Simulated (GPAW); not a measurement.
The O K edge of atom 7 in Na2MoO4 (Fd-3m), with 1 Mo at 1.77 Å (terminal, site symmetry 3m), was computed in 2 ways: full core hole (charged cell) and no core hole. Program and functional: GPAW, LDA, Gaussian full width 0.9 eV up to 4 eV, rising linearly to 3.5 eV at 25 eV; cells of 14 atoms.

Each run is counted from its own lowest empty level or Fermi level and scaled to a mean of 1 over its first 20 eV.

| E (eV) | run 1 | run 2 |
| --- | --- | --- |
| -2.0 | 0.00 | 0.00 |
| -1.5 | 0.00 | 0.00 |
| -1.0 | 0.05 | 0.02 |
| -0.5 | 0.86 | 0.50 |
| 0.0 | 2.71 | 2.31 |
| 0.5 | 1.68 | 2.42 |
| 1.0 | 1.21 | 1.33 |
| 1.5 | 2.79 | 2.21 |
| 2.0 | 2.29 | 2.26 |
| 2.5 | 0.70 | 1.76 |
| 3.0 | 0.31 | 0.94 |
| 3.5 | 0.39 | 0.34 |
| 4.0 | 0.35 | 0.60 |
| 4.5 | 0.53 | 0.86 |
| 5.0 | 0.87 | 0.78 |
| 5.5 | 0.89 | 0.77 |
| 6.0 | 0.85 | 0.80 |
| 6.5 | 0.92 | 1.00 |
| 7.0 | 1.07 | 1.35 |
| 7.5 | 1.40 | 1.57 |
| 8.0 | 1.69 | 1.61 |
| 8.5 | 1.73 | 1.44 |
| 9.0 | 1.53 | 1.22 |
| 9.5 | 1.25 | 1.04 |
| 10.0 | 1.01 | 0.85 |
| 10.5 | 0.80 | 0.63 |
| 11.0 | 0.60 | 0.47 |
| 11.5 | 0.46 | 0.42 |
| 12.0 | 0.41 | 0.45 |
| 12.5 | 0.45 | 0.55 |
| 13.0 | 0.56 | 0.69 |
| 13.5 | 0.73 | 0.84 |
| 14.0 | 0.92 | 0.94 |
| 14.5 | 1.08 | 0.98 |
| 15.0 | 1.17 | 0.95 |
| 15.5 | 1.17 | 0.88 |
| 16.0 | 1.09 | 0.81 |
| 16.5 | 0.98 | 0.77 |
| 17.0 | 0.87 | 0.74 |
| 17.5 | 0.80 | 0.72 |
| 18.0 | 0.75 | 0.69 |
| 18.5 | 0.72 | 0.65 |
| 19.0 | 0.69 | 0.60 |
| 19.5 | 0.66 | 0.56 |
| 20.0 | 0.65 | 0.54 |
| 20.5 | 0.65 | 0.54 |
| 21.0 | 0.67 | 0.55 |
| 21.5 | 0.71 | 0.58 |
| 22.0 | 0.77 | 0.62 |
| 22.5 | 0.84 | 0.67 |
| 23.0 | 0.92 | 0.73 |
| 23.5 | 0.99 | 0.79 |
| 24.0 | 1.05 | 0.86 |
| 24.5 | 1.10 | 0.90 |
| 25.0 | 1.13 | 0.92 |
| 25.5 | 1.12 | 0.90 |
| 26.0 | 1.07 | 0.87 |
| 26.5 | 1.01 | 0.82 |
| 27.0 | 0.93 | 0.76 |
| 27.5 | 0.85 | 0.72 |
| 28.0 | 0.80 | 0.68 |
| 28.5 | 0.76 | 0.66 |
| 29.0 | 0.74 | 0.64 |
| 29.5 | 0.73 | 0.62 |
| 30.0 | 0.72 | 0.60 |
| 30.5 | 0.71 | 0.59 |
| 31.0 | 0.70 | 0.57 |
| 31.5 | 0.69 | 0.56 |
| 32.0 | 0.68 | 0.55 |

Question: Which run is which?

Run 1: full core hole (charged cell) (area from −2 to 6 eV 8.0, main maxima 0.1 eV (2.79), 1.7 eV (2.94), 8.3 eV (1.75) and 15.2 eV (1.18)). Run 2: no core hole (area from −2 to 6 eV 8.7, main maxima 0.3 eV (2.81), 1.7 eV (2.43), 7.8 eV (1.62) and 14.5 eV (0.98)). With each curve scaled to its own mean, the area from −2 to 6 eV with the hole is 8.0 against 8.7, and the centre of weight from −1 to 20 eV moves by +0.5 eV (first and strongest maxima below 20 eV: 0.3 eV (2.81), 1.7 eV (2.43) and 7.8 eV (1.62) without the hole, 0.1 eV (2.79), 1.7 eV (2.94) and 8.3 eV (1.75) with it): the weight at the onset falls, probably as the absorber's own filled states drop away from the neighbours' empty ones and mix less with them. The hole also narrows the gap from 4.4 to 3.2 eV by pulling down the level that sets the zero, so features seem to sit higher above it.

[Hosts, paths, dates, database ids (printed as entryN), source tags and the programs' standing remarks are cut or masked in the printed files.]

[Lists of maxima count a maximum above −3 eV only where it reaches 4 % of the highest in the window and stands out from its surroundings by 2 % of it (1.5 % where it reaches 55 %); shoulders and weaker maxima are passed over, and of the rest the first, up to two pre-edge ones and the few strongest are named.]
